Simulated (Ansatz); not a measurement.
# Stretching the linear Tc chain, moments started antiparallel

Does stretching change the magnetism or the channel count of the linear Tc chain, moments started antiparallel?

Method: DFT PBE, plane waves, PAW; relaxation of a chain's period, in the first sound run; inputs show where later runs differ, in Ansatz 0.2.0.

### 1. Starting point

The cell holds 2 atoms: 2 Tc. Cell: a = 7.500 Å, b = 7.500 Å, c = 5.586 Å, α = 90.0°, β = 90.0°, γ = 90.0°. Vacuum lies along a and b. The structure's axis is c.

### 2. The relaxed wire

Band widths follow the bond lengths, so the chain is relaxed first. The atoms and the third cell vector are free; the box across stays fixed as vacuum. Moments are seeded so that a magnetic state can form if it lies lower. A Fermi-Dirac smearing is set since the result may be a metal. The pressure printed is a third of the stress's trace over the whole box, vacuum included; only the stress along the axis is relaxed.

Contents of input.yaml:

```yaml
crystal:
  lattice:
    - [7.5, 0.0, 0.0]
    - [0.0, 7.5, 0.0]
    - [0.0, 0.0, 5.586]
  atoms:
    - { symbol: Tc, position: [0.5, 0.5, 0.0], spin: 2.0 }
    - { symbol: Tc, position: [0.5, 0.5, 0.5], spin: -2.0 }
magnetization:
  spin_polarized: true
kpoints:
  mp_grid: { grid: [1, 1, 15] }
scf:
  occupations: { method: fermi_dirac, width: 0.05 }
hamiltonian:
  xc: pbe
relax:
  cell: { fix: [a, b, alpha, beta, gamma] }
  max_steps: 60
```

Run with:

```
> ansatz run input.yaml --threads 4 --pin off --max-ram 8192MiB --backend cpu --events-out ev --progress --plain --runs-dir out
```

Numbers of over 12 decimals in the logs are rounded to 6 here.

Log:

```text
Engine: ansatz 0.2.0, aarch64-unknown-linux-gnu
Pseudopotentials: kind: paw
Pseudopotential: Tc, paw, valence charge 15, recommended cutoff 500 eV (normal), Tc.paw.azcp
Functional definition: PBE
  parameter kappa = 0.804
  parameter beta = 0.066725
  exchange = pbe_x(kappa = kappa, mu = beta*pi^2/3)
  correlation = pbe_c(beta = beta)
Crystal: 2 atoms, lattice volume = 314.213 Å³
Basis set: ecut = 500 eV, 7981 PW (Γ), exchange–correlation on 120×120×90 points (8 copies of the dense FFT grid, shifted against one another)
Bands: 21, of which v1, the nominal top of the filled ones, is band 15 counted from 1 (14 counted from 0)
Symmetry: 16 space group operations
Space group: P4/mmm (ITA 123), of the structure as read, at distance tolerance 6.8e-5 Å
Magnetic group: BNS 123.348 (UNI 1008), of the structure as read, at distance tolerance 6.8e-5 Å
k-points: 8 of 15
Non-local potential: Tc, projectors of the file, l = 0: 3, l = 1: 3, l = 2: 2, l = 3: 2
PAW form: soft (Blöchl's): semilocal exchange-correlation on the pseudo side does not see the compensation charge
PAW one-centre angular grid: Tc, 590 points (default); XC on 64 Gauss nodes
Initial density: superposition of atomic densities (neutral atoms: chi_scale 0, normalization atom)
Starting moments: Σ|m| = 4 μB on 2 of 2 sites
Starting magnetic order: antiferromagnet; a translation exchanges its spin sublattices: spin-degenerate at every k-point
Initial wavefunctions: pseudopotential atomic-orbital guess
Functional: x = pbe(κ = 0.804, μ = 0.219515), c = pbe(β = 0.066725)
the translation (0, 0, 0.5) carries every atom to within crystal.symmetry.tolerance of an atom of its element with the starting moment reversed, but both spin channels are solved: the dense FFT box has an odd point count along it
SCF iter   1: F=—  HF=-10784.835806 eV  |F-HF|=—  |Δ(HF+E_count)|=         —  Δρ=1.82e-2 (↑1.82e-2 ↓1.82e-2)  dr2=2.42e0  dr2_m=6.95e-1  M=-0.001 μB ∫|m|=5.562 μB  β_m=0.30  ethr=3.10e-3  ⟨swp⟩=5.6  Hψ=1490  notcnv=0
Mixer restart at iter 1: flushing history
preconditioner: auto → LDOS  [metal: Δε(μ)=0.128 eV  Ē_g=2.404 eV  σ=0.050 eV  W_gap=0.46  n_scr=30 (ndim 8)  ℏωp=7.8 eV  f_vac=0.616  D(μ)=5.16/eV (n_scr^D=30)]
spin=Collinear: LDOS preconditioning applied to the charge; magnetization (m = ρ↑ − ρ↓) channel mixes plain (no charge-response kernel on spin).
SCF iter   2: F=—  HF=-10785.211187 eV  |F-HF|=—  |Δ(HF+E_count)|=   3.75e-1  Δρ=1.41e-2 (↑1.41e-2 ↓1.41e-2)  dr2=1.23e0  dr2_m=4.43e-1  M=-0.000 μB ∫|m|=5.964 μB  β_m=0.65  ethr=3.10e-3  ⟨swp⟩=2.9  Hψ=630  notcnv=0
preconditioner: auto → Resta (q_TF=auto, 1.844 Å⁻¹)  ε∞=11.2  [insulator: Δε(μ)=0.210 eV  Ē_g=2.457 eV  σ=0.050 eV  W_gap=0.61  n_scr=30 (ndim 8)  ℏωp=7.8 eV  f_vac=0.626  D(μ)=3.69/eV (n_scr^D=18)  ε∞_Penn≈11.2  vacuum switching on, ρ_ref=4.4e-4 e/Å³]
spin=Collinear: Resta preconditioning applied to the charge; magnetization (m = ρ↑ − ρ↓) channel mixes plain (no charge-response kernel on spin).
SCF iter   3: F=—  HF=-10786.077275 eV  |F-HF|=—  |Δ(HF+E_count)|=   8.66e-1  Δρ=4.11e-3 (↑4.10e-3 ↓4.11e-3)  dr2=2.58e-2  dr2_m=4.16e-2  M=-0.000 μB ∫|m|=7.083 μB  β_m=0.74  ethr=3.10e-3  ⟨swp⟩=3.0  Hψ=670  notcnv=0
SCF iter   4: F=—  HF=-10786.193355 eV  |F-HF|=—  |Δ(HF+E_count)|=         —  Δρ=3.29e-3 (↑3.29e-3 ↓3.29e-3)  dr2=4.60e-3  dr2_m=2.98e-2  M=-0.000 μB ∫|m|=7.499 μB  β_m=0.74  ethr=8.62e-5  ⟨swp⟩=2.5  Hψ=688  notcnv=0
Mixer restart at iter 4: flushing history
SCF iter   5: F=—  HF=-10786.195358 eV  |F-HF|=—  |Δ(HF+E_count)|=   2.00e-3  Δρ=1.54e-3 (↑1.53e-3 ↓1.54e-3)  dr2=4.79e-4  dr2_m=6.56e-3  M=0.000 μB ∫|m|=7.573 μB  β_m=0.87  ethr=1.53e-5  ⟨swp⟩=2.0  Hψ=654  notcnv=0
SCF iter   6: F=—  HF=-10786.195931 eV  |F-HF|=—  |Δ(HF+E_count)|=   5.73e-4  Δρ=2.87e-4 (↑2.85e-4 ↓2.87e-4)  dr2=8.57e-4  dr2_m=4.02e-5  M=-0.000 μB ∫|m|=7.629 μB  β_m=0.75  ethr=1.60e-6  ⟨swp⟩=3.0  Hψ=688  notcnv=0
SCF iter   7: F=—  HF=-10786.195876 eV  |F-HF|=—  |Δ(HF+E_count)|=   5.58e-5  Δρ=4.01e-5 (↑3.90e-5 ↓4.01e-5)  dr2=6.86e-6  dr2_m=2.93e-6  M=0.000 μB ∫|m|=7.634 μB  β_m=0.87  ethr=1.60e-6  ⟨swp⟩=2.0  Hψ=558  notcnv=0
SCF iter   8: F=—  HF=-10786.195897 eV  |F-HF|=—  |Δ(HF+E_count)|=   2.16e-5  Δρ=1.12e-5 (↑1.12e-5 ↓6.66e-6)  dr2=9.67e-7  dr2_m=1.06e-7  M=-0.000 μB ∫|m|=7.636 μB  β_m=0.86  ethr=2.29e-8  ⟨swp⟩=2.1  Hψ=580  notcnv=0
SCF iter   9: F=—  HF=-10786.195898 eV  |F-HF|=—  |Δ(HF+E_count)|=   2.44e-7  Δρ=4.35e-6 (↑3.62e-6 ↓4.35e-6)  dr2=3.51e-7  dr2_m=5.97e-9  M=0.000 μB ∫|m|=7.637 μB  β_m=0.83  ethr=3.22e-9  ⟨swp⟩=2.1  Hψ=498  notcnv=0
SCF iter  10: F=—  HF=-10786.195898 eV  |F-HF|=—  |Δ(HF+E_count)|=   5.05e-8  Δρ=1.34e-6 (↑1.06e-6 ↓1.34e-6)  dr2=5.85e-8  dr2_m=1.45e-9  M=-0.000 μB ∫|m|=7.637 μB  β_m=0.92  ethr=1.17e-9  ⟨swp⟩=2.1  Hψ=464  notcnv=0
SCF iter  11: F=-10786.195898 eV  HF=-10786.195898 eV  |F-HF|=1.19e-8  |Δ(HF+E_count)|=   1.68e-8  Δρ=3.90e-7 (↑3.51e-7 ↓3.90e-7)  dr2=8.55e-9  dr2_m=8.42e-11  M=-0.000 μB ∫|m|=7.637 μB  ethr=1.95e-10  ⟨swp⟩=2.0  Hψ=951  notcnv=0
SCF 1 converged in 11 iterations: F = -10786.195898 eV  dr2 = 8.55e-9
  greatest PAW one-centre occupation: 0.990 electrons in one spin orbital (limit 2), on the Tc atom at site 1 (counted from 0), in its partial waves of l = 0
relax step   1: F+E_penalty+E_count = -10786.19589754 eV  Δ(F+E_penalty+E_count) = +0.000e0 eV  max|allowed force component| = 2.524e-29 eV/Å  Δτ_max = 0.0000 Å  P = -1.868 GPa  Ω = 314.213 Å³  fix = [a, b, alpha, beta, gamma]  reactions: a -0.166, b -0.166 GPa  (11 SCF iters, dr2 threshold 1.00e-7 eV, accepted)
Crystal: 2 atoms, lattice volume = 298.895 Å³
Basis set: ecut = 500 eV, 7595 PW (Γ), exchange–correlation on 120×120×90 points (8 copies of the dense FFT grid, shifted against one another)
Initial density: handed on by an earlier stage of this run
Starting moments: Σ|m| = 4 μB on 2 of 2 sites; this step starts from the density that it was given
Initial wavefunctions: those handed on with the density
the translation (0, 0, 0.5) carries every atom to within crystal.symmetry.tolerance of an atom of its element with the starting moment reversed, but both spin channels are solved: the dense FFT box has an odd point count along it
iter 1 solved again at ethr=6.58e-5 eV; its pass at ethr=3.10e-3 eV (dr2=1.97e-2 eV) is discarded
SCF iter   1: F=—  HF=-10786.736225 eV  |F-HF|=—  |Δ(HF+E_count)|=         —  Δρ=4.20e-3 (↑4.20e-3 ↓4.20e-3)  dr2=2.16e-2  dr2_m=4.37e-2  M=0.000 μB ∫|m|=7.057 μB  β_m=0.30  ethr=6.58e-5  ⟨swp⟩=1.0  Hψ=1944  notcnv=0
[...]
SCF iter   6: F=—  HF=-10787.208229 eV  |F-HF|=—  |Δ(HF+E_count)|=   4.73e-6  Δρ=8.56e-6 (↑8.55e-6 ↓8.56e-6)  dr2=1.21e-6  dr2_m=7.18e-8  M=-0.000 μB ∫|m|=6.384 μB  β_m=0.96  ethr=3.47e-8  ⟨swp⟩=3.0  Hψ=552  notcnv=0
SCF iter   7: F=—  HF=-10787.208228 eV  |F-HF|=—  |Δ(HF+E_count)|=   4.39e-7  Δρ=2.64e-6 (↑2.64e-6 ↓2.64e-6)  dr2=8.84e-8  dr2_m=3.16e-9  M=0.000 μB ∫|m|=6.384 μB  β_m=0.98  ethr=4.03e-9  ⟨swp⟩=2.0  Hψ=470  notcnv=0
SCF iter   8: F=-10787.208228 eV  HF=-10787.208228 eV  |F-HF|=3.92e-8  |Δ(HF+E_count)|=   2.06e-7  Δρ=6.45e-7 (↑6.45e-7 ↓6.42e-7)  dr2=3.05e-9  dr2_m=1.57e-10  M=0.000 μB ∫|m|=6.384 μB  ethr=2.95e-10  ⟨swp⟩=2.0  Hψ=1116  notcnv=0
SCF 3 converged in 8 iterations: F = -10787.208228 eV  dr2 = 3.05e-9
relax step   3: F+E_penalty+E_count = -10787.20822846 eV  Δ(F+E_penalty+E_count) = -4.981e-1 eV  max|allowed force component| = 2.524e-29 eV/Å  Δτ_max = 0.0000 Å  P = -1.709 GPa  Ω = 283.577 Å³  energy of the carried Pulay correction = +2.455e-4 eV  fix = [a, b, alpha, beta, gamma]  reactions: a -0.175, b -0.175 GPa  (8 SCF iters, dr2 threshold 2.00e-7 eV, accepted)
[...]
relax step   4: F+E_penalty+E_count = -10787.57637146 eV  Δ(F+E_penalty+E_count) = -3.681e-1 eV  max|allowed force component| = 6.311e-30 eV/Å  Δτ_max = 0.0000 Å  P = -1.031 GPa  Ω = 268.259 Å³  energy of the carried Pulay correction = +3.719e-4 eV  fix = [a, b, alpha, beta, gamma]  reactions: a -0.194, b -0.194 GPa  (9 SCF iters, dr2 threshold 2.00e-7 eV, accepted)
[...]
relax step   5: F+E_penalty+E_count = -10787.67961765 eV  Δ(F+E_penalty+E_count) = -1.032e-1 eV  max|allowed force component| = 2.524e-29 eV/Å  Δτ_max = 0.0000 Å  P = +0.156 GPa  Ω = 252.584 Å³  energy of the carried Pulay correction = +5.041e-4 eV  fix = [a, b, alpha, beta, gamma]  reactions: a -0.217, b -0.217 GPa  (11 SCF iters, dr2 threshold 2.00e-7 eV, accepted)
[...]
relax step   6: F+E_penalty+E_count = -10787.68899187 eV  Δ(F+E_penalty+E_count) = -9.374e-3 eV  max|allowed force component| = 1.262e-29 eV/Å  Δτ_max = 0.0000 Å  P = -0.156 GPa  Ω = 256.043 Å³  energy of the carried Pulay correction = +4.746e-4 eV  fix = [a, b, alpha, beta, gamma]  reactions: a -0.213, b -0.213 GPa  (8 SCF iters, dr2 threshold 2.00e-7 eV, accepted)
Basis set: ecut = 500 eV, 6505 PW (Γ), exchange–correlation on 120×120×72 points (8 copies of the dense FFT grid, shifted against one another)
Initial wavefunctions: pseudopotential atomic-orbital guess (no wavefunctions were taken with the density)
iter 1 solved again at ethr=1.21e-7 eV; its pass at ethr=3.10e-3 eV (dr2=3.63e-5 eV) is discarded
SCF iter   1: F=—  HF=-10787.688167 eV  |F-HF|=—  |Δ(HF+E_count)|=         —  Δρ=4.47e-5 (↑4.47e-5 ↓4.47e-5)  dr2=2.35e-6  dr2_m=9.61e-7  M=0.000 μB ∫|m|=4.792 μB  β_m=0.65  ethr=1.21e-7  ⟨swp⟩=3.5  Hψ=1289  notcnv=0
preconditioner: auto → LDOS  [metal: Δε(μ)=0.081 eV  Ē_g=3.881 eV  σ=0.050 eV  W_gap=0.38  n_scr=10 (ndim 8)  ℏωp=8.7 eV  f_vac=0.655  D(μ)=4.34/eV (n_scr^D=22)]
spin=Collinear: LDOS preconditioning applied to the charge; magnetization (m = ρ↑ − ρ↓) channel mixes plain (no charge-response kernel on spin).
SCF iter   2: F=—  HF=-10787.688386 eV  |F-HF|=—  |Δ(HF+E_count)|=   2.20e-4  Δρ=2.26e-5 (↑2.26e-5 ↓2.26e-5)  dr2=3.56e-6  dr2_m=2.21e-7  M=0.000 μB ∫|m|=4.792 μB  β_m=0.30  ethr=7.82e-9  ⟨swp⟩=2.2  Hψ=295  notcnv=0
SCF iter   3: F=—  HF=-10787.688384 eV  |F-HF|=—  |Δ(HF+E_count)|=   2.47e-6  Δρ=2.51e-5 (↑2.51e-5 ↓2.51e-5)  dr2=2.04e-6  dr2_m=2.52e-7  M=0.000 μB ∫|m|=4.792 μB  β_m=0.38  ethr=7.82e-9  ⟨swp⟩=2.0  Hψ=218  notcnv=0
SCF iter   4: F=—  HF=-10787.688386 eV  |F-HF|=—  |Δ(HF+E_count)|=   1.61e-6  Δρ=4.19e-6 (↑4.19e-6 ↓4.19e-6)  dr2=5.20e-8  dr2_m=8.45e-9  M=0.000 μB ∫|m|=4.792 μB  β_m=0.69  ethr=6.82e-9  ⟨swp⟩=2.8  Hψ=293  notcnv=0
SCF iter   5: F=—  HF=-10787.688386 eV  |F-HF|=—  |Δ(HF+E_count)|=   6.13e-7  Δρ=1.48e-6 (↑1.48e-6 ↓1.48e-6)  dr2=6.65e-9  dr2_m=2.24e-9  M=0.000 μB ∫|m|=4.792 μB  β_m=0.77  ethr=1.73e-10  ⟨swp⟩=3.8  Hψ=332  notcnv=0
SCF iter   6: F=—  HF=-10787.688386 eV  |F-HF|=—  |Δ(HF+E_count)|=   8.34e-8  Δρ=4.31e-7 (↑4.31e-7 ↓4.31e-7)  dr2=3.63e-10  dr2_m=3.06e-10  M=0.000 μB ∫|m|=4.792 μB  β_m=0.87  ethr=2.22e-11  ⟨swp⟩=3.0  Hψ=282  notcnv=0
SCF iter   7: F=—  HF=-10787.688386 eV  |F-HF|=—  |Δ(HF+E_count)|=   1.07e-7  Δρ=1.27e-7 (↑1.27e-7 ↓1.27e-7)  dr2=1.61e-11  dr2_m=2.74e-11  M=0.000 μB ∫|m|=4.792 μB  β_m=0.93  ethr=1.21e-12  ⟨swp⟩=3.0  Hψ=309  notcnv=0
SCF iter   8: F=-10787.688386 eV  HF=-10787.688386 eV  |F-HF|=8.37e-11  |Δ(HF+E_count)|=   1.68e-8  Δρ=6.72e-8 (↑6.72e-8 ↓6.72e-8)  dr2=6.57e-12  dr2_m=6.62e-12  M=0.000 μB ∫|m|=4.792 μB  ethr=1.00e-12  ⟨swp⟩=5.0  Hψ=729  notcnv=0
SCF 7 converged in 8 iterations: F = -10787.688386 eV  dr2 = 6.57e-12
relax step   7: F+E_penalty+E_count = -10787.68838591 eV  Δ(F+E_penalty+E_count) = +6.060e-4 eV  max|allowed force component| = 0.000e0 eV/Å  Δτ_max = 0.0000 Å  P = -0.154 GPa  Ω = 256.043 Å³  fix = [a, b, alpha, beta, gamma]  reactions: a -0.212, b -0.212 GPa  stress off target by 3.90e-2 GPa on what of the cell is left free  SCF on the basis re-selected at this cell (its energy is not comparable with the rows above)  (8 SCF iters)
basis re-selected at this cell: Δ(F+E_penalty+E_count) = +6.060e-4 eV, ΔP = +0.001 GPa vs the last step (what re-selecting the basis moved, of the pressure what is left beyond the Pulay correction that the steps carried, after the strain that the cell walked since its last selection, with what the two solves' SCF thresholds leave and, on support functions, any second-order correction that the steps lacked; it is no measure of the basis error at this ecutwfc). The dense FFT grid was sized anew with the basis: this SCF ran on 60×60×36 points, the steps before it on 60×60×45, so part of this shift can come from that change (see relax.cell in the input reference). [rest of the remark cut]
SCF converged after 8 iterations
Magnetization: 0.0000 μB (15.0000 up, 15.0000 down)
Absolute magnetization: 4.7921 μB (∫|ρ↑−ρ↓|, with the PAW one-centre terms)
Spin contamination: 1.7501 ħ² per cell (⟨S²⟩ above its minimum at these occupations)
Per-site moments (μB) at R_I (Å): [(1.494462, 0.938823), (-1.494462, 0.938823)]
Free energy (F): -10787.688386 eV
Harris-Foulkes:  -10787.688386 eV  (|F-HF|=8.37e-11)
Internal energy: -10787.651721 eV  (E = F + TS)
E sigma→0 (E₀):  -10787.670053 eV
Entropy (-TS):   -0.036665 eV (-18.332 meV/atom)
Fermi energy:    -1.121222 eV
--- Per-component energies (eV) ---
  E_band       = -804.246192
  E_kinetic    = 1250.489191
  E_local      = -8025.903610  (includes V_loc(G=0)·N_el)
  E_nonlocal   = 574.720408
  E_hartree    = 3109.461921
  E_xc         = -472.937017
  E_vxc        = -581.274657  (∫ρ·V_xc dr)
  E_paw        = -6557.395068  (= ΣΔE_a)
  E_vpaw       = -241.201244  (= ΣTr[D̂ρ^β])
  E_aug_tail   = -0.000057  (compensation charges beyond the density's cutoff)
  E_ewald      = -666.087488
  E_smearing   = -0.036665  (= −TS)
  E_closure    = -0.000000  (closes the sum)
  Σ components = -10787.688386   (vs F -10787.688386, Δ=0.00e0)
--- Forces (eV/Å), atoms counted from 1 ---
  atom   1  Tc     0.00000000    -0.00000000     0.00000000
  atom   2  Tc     0.00000000     0.00000000     0.00000000
  max |Σ_I F_I| component: 1.26e-28 eV/Å
--- Stress (GPa, compression-positive) ---
       -0.211757       0.000000       0.000000
        0.000000      -0.211757       0.000000
        0.000000       0.000000      -0.038996
  P = ⅓ Tr σ = -0.1542 GPa (-1.542 kbar)
--- Relaxed structure (6 steps of the walk, 6 accepted, 1 SCFs on fresh bases) ---
  F+E_penalty+E_count = -10787.68838591 eV   max|allowed force component| = 0.000e0 eV/Å   (the final SCF, on the basis selected at the relaxed cell)
  cell:  # Å, volume = 256.0426 Å³
    - [7.5, 0.0, 0.0]
    - [0.0, 7.5, 0.0]
    - [0.0, 0.0, 4.551868]
  atoms:
    - { symbol: Tc, position: [0.5, 0.5, 0.0] }
    - { symbol: Tc, position: [0.5, 0.5, 0.500000] }
```

The job ended after 16 s (4 threads of Arm Neoverse V2, shared host; peak memory 0.7 GiB).

Step by step:

```csv
step,energy less that of the first step (eV),largest force component (eV/Å),pressure (GPa),volume (Å³)
1,0.0000,0.0000,-1.87,314.21
2,-0.5142,0.0000,-1.93,298.89
3,-1.0123,0.0000,-1.71,283.58
4,-1.3805,0.0000,-1.03,268.26
5,-1.4837,0.0000,0.16,252.58
6,-1.4931,0.0000,-0.16,256.04
7*,-1.4925,0.0000,-0.15,256.04
```

Relaxation steps marked * repeat the geometry before them on a plane-wave basis chosen anew for their cell, so energy and pressure can jump there.

Forces are held to the 16 operations that the run works with; a distortion that breaks them can't arise in this run.

| cell as run | before | after | change |
| --- | --- | --- | --- |
| c (Å) | 5.586 | 4.552 | -18.5 % |

Final coordinates:

```xyz
2
Lattice="7.5000 0.0000 0.0000 0.0000 7.5000 0.0000 0.0000 0.0000 4.5519" Properties=species:S:1:pos:R:3
Tc    3.7500    3.7500    0.0000
Tc    3.7500    3.7500    2.2759
```

Numbers from this step:

| Property | Result |
| --- | --- |
| energy at zero smearing | -10787.6701 eV |
| absolute moment | 4.792 μB |
| cell length along the wire | 4.552 Å |

Site moment by atom:

```
atom  site moment (μB)
 Tc1              1.49
 Tc2             -1.49
```

The cell's length comes to 4.552 Å with an absolute moment of 4.79 μB a cell. That is -19 % against the start, more than a small adjustment.

(Continued in part 2 of 3.)

[Logs are printed without paths, hosts, clocks, repeated set-up lines and the standing remarks that a program may print on its own settings, such as how far it seeks lower states.]

[Hosts, paths, dates, database ids (printed as entryN), source tags and the programs' standing remarks are cut or masked in the printed files.]
